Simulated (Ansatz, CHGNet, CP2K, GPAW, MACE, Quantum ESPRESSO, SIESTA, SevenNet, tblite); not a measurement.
**Random packing of B74C26 (at. %) (103 atoms): one structure in several programs**

Wanted: errors and costs of other methods on random packing of B74C26 (at. %) (103 atoms). A plane-wave run serves as the reference.

Program: Ansatz 0.2.0. Level of theory: Kohn-Sham DFT, PBE, PAW, plane waves. Values are calculated unless marked as measured.

### 1. The system as given

The cell holds 103 atoms: 76 B and 27 C. Cell: a = 9.542 Å, b = 9.542 Å, c = 9.542 Å, α = 90.0°, β = 90.0°, γ = 90.0°. 103 atoms (76 B, 27 C) packed at random in a cube at 2.19 g/cm³ and pushed apart as soft spheres; a start for melting by ab initio MD, not an equilibrated structure. Then every atom was moved at random, 0.05 Å r.m.s. a Cartesian component.

### 2. Reference: Ansatz, plane waves

The PAW files are the set soft_2.

input.yaml reads:

```yaml
crystal:
  lattice:
    - [9.5421, 0.0, 0.0]
    - [0.0, 9.5421, 0.0]
    - [0.0, 0.0, 9.5421]
  atoms:
    - { symbol: B, position: [0.48294, 0.49808, 0.15869] }
    - { symbol: B, position: [0.67105, 0.04781, 0.09619] }
    - { symbol: B, position: [0.7292, 0.60452, 0.15249] }
    - { symbol: B, position: [0.60227, 0.72025, 0.2459] }
    [... 93 atom lines left out ...]
    - { symbol: C, position: [0.03961, 0.22402, 0.79662] }
    - { symbol: C, position: [0.14732, 0.63131, 0.46376] }
    - { symbol: C, position: [0.71886, 0.74297, 0.84702] }
    - { symbol: C, position: [0.18922, 0.03163, 0.73277] }
    - { symbol: C, position: [0.06908, 0.80363, 0.56384] }
    - { symbol: C, position: [0.55448, 0.5284, 0.35878] }
kpoints:
  mp_grid: { grid: [1, 1, 1] }
hamiltonian:
  xc: pbe
scf:
  occupations: { method: fermi_dirac, width: 0.05 }
output:
  forces: true
  eigenvalues: true
  populations: true
  stress: true
```

Run with:

```bash
> ansatz run input.yaml --threads 4 --pin off --max-ram 15872MiB --backend cpu --events-out ev --progress --plain --runs-dir out
```

Log:

```text
[...]
Pseudopotentials: kind: paw
Pseudopotential: B, paw, valence charge 3, recommended cutoff 420 eV (normal), B.paw.azcp
Pseudopotential: C, paw, valence charge 4, recommended cutoff 420 eV (normal), C.paw.azcp
[... 5 lines on functional and potentials left out ...]
Crystal: 103 atoms, lattice volume = 868.824 Å³
Basis set: ecut = 420 eV, 17071 PW (Γ), exchange–correlation on 128×128×128 points (8 copies of the dense FFT grid, shifted against one another)
Bands: 271, of which v1, the nominal top of the filled ones, is band 168 counted from 1 (167 counted from 0)
Symmetry: 1 space group operations
Space group: P1 (ITA 1), of the structure as read, at distance tolerance 9.5e-5 Å
k-points: 1
[... 5 lines on functional and potentials left out ...]
Initial density: superposition of atomic densities (neutral atoms: chi_scale 0, normalization atom), corrected by the library's trained network
Initial wavefunctions: pseudopotential atomic-orbital guess
[...]
SCF iter   1: F=—  HF=-18432.355196 eV  |F-HF|=—  |Δ(HF+E_count)|=         —  Δρ=1.19e-2  dr2=3.58e0  ethr=1.77e-3  ⟨swp⟩=5.0  Hψ=1073  notcnv=0  defer=65
preconditioner: auto → Kerker (q_TF=auto, 2.329 Å⁻¹)  [metal: Δε(μ)=0.056 eV  Ē_g=9.556 eV  σ=0.050 eV  W_gap=0.27  n_scr=178 (ndim 8)  ℏωp=23.1 eV  f_vac=0.000  D(μ)=34.87/eV (n_scr^D=256)]
[...]
SCF iter   7: F=—  HF=-18431.964480 eV  |F-HF|=—  |Δ(HF+E_count)|=   2.62e-6  Δρ=7.08e-6  dr2=9.54e-7  ethr=2.82e-9  ⟨swp⟩=2.0  Hψ=340  notcnv=0  defer=73
SCF iter   8: F=-18431.964481 eV  HF=-18431.964481 eV  |F-HF|=5.49e-9  |Δ(HF+E_count)|=   2.77e-7  Δρ=2.32e-6  dr2=8.78e-8  ethr=2.98e-11  ⟨swp⟩=13.0  Hψ=1355  notcnv=0
SCF 1 converged in 8 iterations: F = -18431.964481 eV  dr2 = 8.78e-8
[...]
SCF converged after 8 iterations
Free energy (F): -18431.964481 eV
Harris-Foulkes:  -18431.964481 eV  (|F-HF|=5.49e-9)
Internal energy: -18431.633030 eV  (E = F + TS)
E sigma→0 (E₀):  -18431.798755 eV
Entropy (-TS):   -0.331451 eV (-3.218 meV/atom)
Fermi energy:    8.114840 eV
--- Per-component energies (eV) ---
[...]
Σ components = -18431.964481   (vs F -18431.964481, Δ=0.00e0)
--- Forces (eV/Å), atoms counted from 1 ---
  atom   1  B      0.00142502     0.95213133     1.05096544
  atom   2  B     -1.17805769     1.87790018    -0.05220519
  atom   3  B      0.14587515    -0.22853748    -0.05179544
  atom   4  B      1.26363354    -2.98642460     1.11700445
[...]
atom 103  C     -0.18969483    -1.54418532     1.21894975
  max |Σ_I F_I| component: 7.59e-5 eV/Å
--- Stress (GPa, compression-positive) ---
      -18.174545       3.034104      -1.196757
        3.034104     -20.787460       3.374607
       -1.196757       3.374606     -25.706228
  P = ⅓ Tr σ = -21.5561 GPa (-215.561 kbar)
--- Band table (eV) ---
  k-point 0: bands = ["-9.1090", "-8.7354", "-8.0287", "-7.8436", [... 255 levels ...], "13.5713", "13.6966", "13.7291", "13.7771", "13.9262", "13.9338", "14.0243", "14.0764", "14.1019", "14.1452", "14.2105", "14.2515"]
--- Löwdin populations: 103 sites ---
  site symbol       q [e]
     0      B      2.8318
     1      B      2.9277
     2      B      2.8737
[...]
102      C      4.0947
  spilling = 0.006002 (of n_electrons = 336.000000)
```

Wall time 14 s (4 threads of Arm Neoverse N1, shared host); peak memory 1 GiB.

Reading the cycles: dr2 is the Hartree energy of the density residual (eV), the measure of convergence; HF is the Harris–Foulkes estimate of the energy, which meets the free energy F at convergence.

Numbers from this run:

```
free energy                             : -18431.9645 eV
free energy per atom                    : -178.9511 eV/atom
SCF cycles                              : 8
pressure                                : -21.56 GPa
r.m.s. force component                  : 1.347 eV/Å
longest force                           : 5.655 eV/Å
Fermi energy                            : 8.115 eV
levels partly filled by over 2 per cent : 8
spilling of the projection              : 0.006002
```

Length of the force by element and coordination:

| element | coordination | atoms | mean length of the force (eV/Å) | spread | least | most |
| --- | --- | --- | --- | --- | --- | --- |
| B | all | 76 | 1.96 | 1.05 | 0.276 | 5.66 |
| C | all | 27 | 2.42 | 0.983 | 0.772 | 4.00 |

Löwdin charges by element and coordination (they lack the spilled electrons, 0.020 e an atom on average):

| element | coordination | atoms | mean charge (e) | spread | least | most |
| --- | --- | --- | --- | --- | --- | --- |
| B | all | 76 | 0.0512 | 0.0765 | -0.170 | 0.197 |
| C | all | 27 | -0.0693 | 0.0521 | -0.174 | 0.0423 |

The levels nearest the highest filled one (over half full), pooled over k-points and spins:

| level less the highest filled one (eV) | occupation |
| --- | --- |
| -0.325 | 2.00 |
| -0.207 | 1.98 |
| -0.145 | 1.94 |
| -0.0734 | 1.77 |
| -0.042 | 1.60 |
| 0 | 1.27 |
| 0.0414 | 0.867 |
| 0.113 | 0.307 |
| 0.141 | 0.188 |
| 0.200 | 0.062 |
| 0.303 | 0.008 |
| 0.348 | 0.003 |

The run ends at a pressure of -21.56 GPa, with forces up to 5.7 eV/Å.

### 3. Structure statistics

Density 2.19 g/cm³, 8.435 Å³ an atom.

g(r), total and by pair (bins of 0.2 Å):

| r (Å) | total | B-B | B-C | C-C |
| --- | --- | --- | --- | --- |
| 1.50 | 0.13 | 0.05 | 0.20 | 0.38 |
| 1.70 | 1.48 | 1.60 | 1.33 | 1.33 |
| 1.90 | 1.42 | 1.64 | 1.07 | 1.61 |
| 2.10 | 1.16 | 0.98 | 1.39 | 1.29 |
| 2.30 | 1.11 | 1.05 | 1.27 | 0.73 |
| 2.50 | 1.09 | 1.19 | 0.84 | 1.71 |
| 2.70 | 1.01 | 0.96 | 1.17 | 0.53 |
| 2.90 | 0.89 | 0.81 | 1.02 | 0.69 |
| 3.10 | 0.92 | 0.94 | 0.92 | 0.69 |
| 3.30 | 0.99 | 1.01 | 1.02 | 0.70 |
| 3.50 | 0.97 | 0.97 | 0.96 | 1.01 |
| 3.70 | 0.99 | 0.99 | 1.01 | 0.83 |
| 3.90 | 1.14 | 1.08 | 1.19 | 1.25 |
| 4.10 | 1.00 | 0.89 | 1.10 | 1.23 |
| 4.30 | 0.96 | 0.94 | 1.02 | 0.88 |
| 4.50 | 0.94 | 1.05 | 0.80 | 0.89 |
| 4.70 | 0.97 | 1.00 | 0.92 | 1.03 |

### 4. What was run beside it

The programs:
- CHGNet: machine-learned potential, published weights.
- CP2K 2026.2: Gaussian basis with GTH pseudopotentials and a plane-wave density; labels give functional, basis (MOLOPT sets; SR short-range, UZH the newer set with its own potentials), grid cutoff/relative cutoff and solver (OT: orbital transformation; TRS4, TC2, SIGN: linear-scaling purification with its sparsity filter), or its built-in tight binding.
- GPAW 26.7.0: PAW with atomic orbitals (LCAO), plane waves or a real-space grid of spacing h.
- MACE: machine-learned potential, published weights.
- Quantum ESPRESSO 7.5: plane waves; labels (QE) give functional, pseudopotential set and cutoffs of waves/density.
- SIESTA 5.4.2: numerical atomic orbitals, whose automatically made sets are far from complete, with PseudoDojo norm-conserving potentials that we converted to its format (checked against plane waves on the same files for H, C, O, Si, Ge and Ca alone); labels give functional, basis size, energy shift and mesh cutoff.
- SevenNet: machine-learned potential, published weights.
- tblite 0.8.0: extended tight binding, driven from Python.

All use the same cell and atoms; the electronic-structure runs use the same k-mesh, and an electronic temperature of 580 K (0.05 eV) where levels are smeared.

Differences are against the plane-wave reference, forces as r.m.s. over components; share is that over the reference's r.m.s. force, slope the least-squares factor from reference forces to these. Total energies of different programs have different zeros and aren't compared.

| run | Δ force, r.m.s. (meV/Å) | share (%) | slope | Δ pressure (GPa) | cores | CPU time | memory (GiB) |
| --- | --- | --- | --- | --- | --- | --- | --- |
| reference | - | - | - | - | 4 | 52 s | 1.00 |
| CHGNet 0.3.0 potential | 680 | 50.5 | 0.919 | 0.208 | 1 | 7.9 s | 2.5 |
| CP2K PBE, DZVP-UZH, 450/50 Ry, diagonalisation | 54.6 | 4.05 | 1.009 | 0.432 | 4 | 21 min | 2.7 |
| CP2K PBE, SZV-MOLOPT-SR, 450/50 Ry, diagonalisation (coarse) | 670 | 49.7 | 1.366 | 6.04 | 1 | 6 min | 1.7 |
| GPAW PBE, LCAO dzp, h 0.2 Å | 138 | 10.2 | 1.031 | - | 2 | 23 min | 1.6 |
| GPAW PBE, LCAO sz(dzp), h 0.2 Å (coarse) | 857 | 63.6 | 1.115 | - | 1 | 3.2 min | 0.75 |
| MACE MP-0b2 small potential | 702 | 52.1 | 0.922 | -6.38 | 1 | 10 s | 0.74 |
| QE PBE+D3(BJ), sssp-1.3.0-efficiency, 45/360 Ry | 135 | 10.0 | 0.966 | -0.330 | 2 | 6.4 min | 1.8 |
| QE PBE, sssp-1.3.0-efficiency, 45/360 Ry | 11.7 | 0.868 | 0.997 | -0.172 | 2 | 6.4 min | 1.8 |
| SIESTA PBE, DZ, shift 0.01 Ry, mesh 300 Ry (coarse) | 286 | 21.2 | 1.054 | 6.38 | 2 | 5.2 min | 0.95 |
| SIESTA PBE, DZP, shift 0.01 Ry, mesh 300 Ry | 169 | 12.6 | 1.047 | 1.95 | 2 | 18 min | 1.6 |
| SIESTA PBE, SZP, shift 0.01 Ry, mesh 300 Ry (coarse) | 655 | 48.6 | 1.091 | 11.3 | 2 | 14 min | 1.4 |
| SevenNet l3i5 potential | 644 | 47.8 | 0.965 | -1.72 | 1 | 22 s | 2.3 |
| tblite GFN1-xTB | 688 | 51.1 | 1.049 | 5.37 | 1 | 4.8 s | 0.11 |

Rows marked coarse use a setting chosen to be so.

Times of the machine-learned potentials are mostly Python's start and the loading of weights.

CPU time is summed over cores on a shared host, where runs went side by side, so it is rough. Symmetry, cutoffs, thresholds, outputs and thread counts weren't matched or tuned between programs; memory under MPI is the largest rank's times the ranks.

Runs without a result: CP2K GFN1-xTB, diagonalisation (not converged).

Mean charges by element (e), by run and scheme:

| run | scheme | B | C |
| --- | --- | --- | --- |
| reference | Löwdin | +0.05 | -0.07 |
| CP2K PBE, DZVP-UZH, 450/50 Ry, diagonalisation | Mulliken | +0.02 | -0.05 |
| CP2K PBE, DZVP-UZH, 450/50 Ry, diagonalisation | Hirshfeld | +0.01 | -0.03 |
| SIESTA PBE, DZP, shift 0.01 Ry, mesh 300 Ry | Hirshfeld | 0.00 | -0.01 |
| tblite GFN1-xTB | Mulliken | +0.05 | -0.14 |

The reference's Löwdin charges lack the electrons that the projection spills, 0.020 e an atom on average.

A second geometry, displaced anew (every atom was moved at random, 0.08 Å r.m.s. a Cartesian component), gives an energy difference that all programs can be tested on. The reference puts it at -3.534 meV/atom.

| run | energy less the first geometry's (meV/atom) | error (meV/atom) | force share at the second geometry (%) |
| --- | --- | --- | --- |
| MACE MP-0b2 small potential | -7.735 | -4.20 | 51.5 |
| SIESTA PBE, DZP, shift 0.01 Ry, mesh 300 Ry | 2.911 | 6.45 | 15.1 |
| CP2K PBE, DZVP-UZH, 450/50 Ry, diagonalisation | -3.749 | -0.215 | 3.92 |
| CHGNet 0.3.0 potential | -14.91 | -11.4 | 48.6 |
| SevenNet l3i5 potential | -4.908 | -1.37 | 47.1 |
| GPAW PBE, LCAO dzp, h 0.2 Å | 2.035 | 5.57 | 12.0 |
| QE PBE, sssp-1.3.0-efficiency, 45/360 Ry | -3.801 | -0.267 | 0.932 |
| tblite GFN1-xTB | 2.248 | 5.78 | 48.2 |
| CP2K PBE, SZV-MOLOPT-SR, 450/50 Ry, diagonalisation | 12.16 | 15.7 | 47.3 |
| SIESTA PBE, SZP, shift 0.01 Ry, mesh 300 Ry | 25.60 | 29.1 | 53.8 |
| GPAW PBE, LCAO sz(dzp), h 0.2 Å | 40.96 | 44.5 | 68.2 |
| SIESTA PBE, DZ, shift 0.01 Ry, mesh 300 Ry | 12.10 | 15.6 | 23.8 |
| QE PBE+D3(BJ), sssp-1.3.0-efficiency, 45/360 Ry | -2.234 | 1.30 | 8.03 |

### 5. Results

```yaml
reference_r_m_s_force_component: 1.35 eV/Å
nearest_in_forces: QE PBE, sssp-1.3.0-efficiency, 45/360 Ry, 0.87 %
farthest_in_forces: GPAW PBE, LCAO sz(dzp), h 0.2 Å (coarse), 64 %
cheapest_electronic_structure_run_beside_the_reference: tblite GFN1-xTB, 4.8 s of CPU time
```

In words: PBE on plane waves or a grid with other potentials, cutoffs or grids, coarse settings apart, differs from the reference by 0.87 % (QE PBE, sssp-1.3.0-efficiency, 45/360 Ry) of the r.m.s. force; this holds the reference's own error, so differences of a few per cent don't tell which side is nearer the exact PBE result (QE's 45 Ry are 612 eV, against the reference's 420 eV). The PBE runs in local orbitals, coarse settings apart, differ by 4.1 % (CP2K PBE, DZVP-UZH, 450/50 Ry, diagonalisation) to 13 % (SIESTA PBE, DZP, shift 0.01 Ry, mesh 300 Ry); basis, grid and potentials can all enter. Tight binding differs by 51 % (tblite GFN1-xTB); it is another model, with fitted parameters of its own, and the xTB methods hold dispersion. Machine-learned potentials differ by 48 % (SevenNet l3i5 potential) to 52 % (MACE MP-0b2 small potential); they were trained on other programs' data. That alone wouldn't give differences this large: the cell likely lies far from what they were trained on. Rows with another functional or a dispersion term differ by 10 % (QE PBE+D3(BJ), sssp-1.3.0-efficiency, 45/360 Ry), which mixes the change of model with differences of basis and potentials. Runs with settings chosen to be coarse differ by 21 % (SIESTA PBE, DZ, shift 0.01 Ry, mesh 300 Ry) to 64 % (GPAW PBE, LCAO sz(dzp), h 0.2 Å), their programs' other errors included. One electronic-structure run takes under half the reference's CPU time: tblite GFN1-xTB, at 51 % in 4.8 s against 52 s; its pressure misses by +5.4 GPa. CP2K PBE, SZV-MOLOPT-SR, 450/50 Ry, diagonalisation stiffens the forces by a factor of 1.37 while following their directions (correlation 0.971); the slopes of the 2 CP2K runs lie between 1.01 and 1.37. In pressure, SIESTA PBE, SZP, shift 0.01 Ry, mesh 300 Ry misses by +11.3 GPa, at the same functional. Charges hang on model, scheme and program or settings: among these rows the mean for C runs from -0.14 to -0.01 e. The energy difference between the two geometries, -3.53 meV/atom in the reference, is met best by CP2K PBE, DZVP-UZH, 450/50 Ry, diagonalisation (-0.215) and worst by GPAW PBE, LCAO sz(dzp), h 0.2 Å (coarse) (+44.5). In the reference: counting bands leaves a spacing of only 0.041 eV (at Γ alone), which the smearing bridges: 8 levels are partly filled by over 2 %, so a gap, if any, is small at this level. In the reference: mean Löwdin charges: B +0.05, C -0.07 e (they miss 0.60 % of the electrons, so they add up to more than the cell's charge). Periodic xTB results under one method name differ between programs and library versions. Machine-learned potentials mimic data converged in k, so the reference's own k-point error enters their differences. The reference's stress is far from hydrostatic: its diagonal is -18.2, -20.8, -25.7 GPa, compression counted positive. The reference's pressure of -22 GPa says that the cell would shrink at this level of theory. The electronic-structure runs sample only Γ, in a cell whose shortest periodic width is 10 Å, which is coarse for a cell with partly filled levels.

[Long decimals in the printed logs are rounded to 6 places.]

[Also dropped from logs without a mark: lines with file paths, logging warnings of Python, QE's lines on negative density and diagonalisation, SIESTA's first energy breakdown, zero terms and Voronoi charges.]

[Logs are printed without paths, hosts, clocks, repeated set-up lines and the standing remarks that a program may print on its own settings, such as how far it seeks lower states.]

[Hosts, paths, dates, database ids (printed as entryN), source tags and the programs' standing remarks are cut or masked in the printed files.]

[Not all failed runs are listed: runs killed by the host, ended in a Python traceback or in CONQUEST's support-function errors, and SIESTA runs with faulty potentials for Cu, Fe, Ni or Zn are left out.]
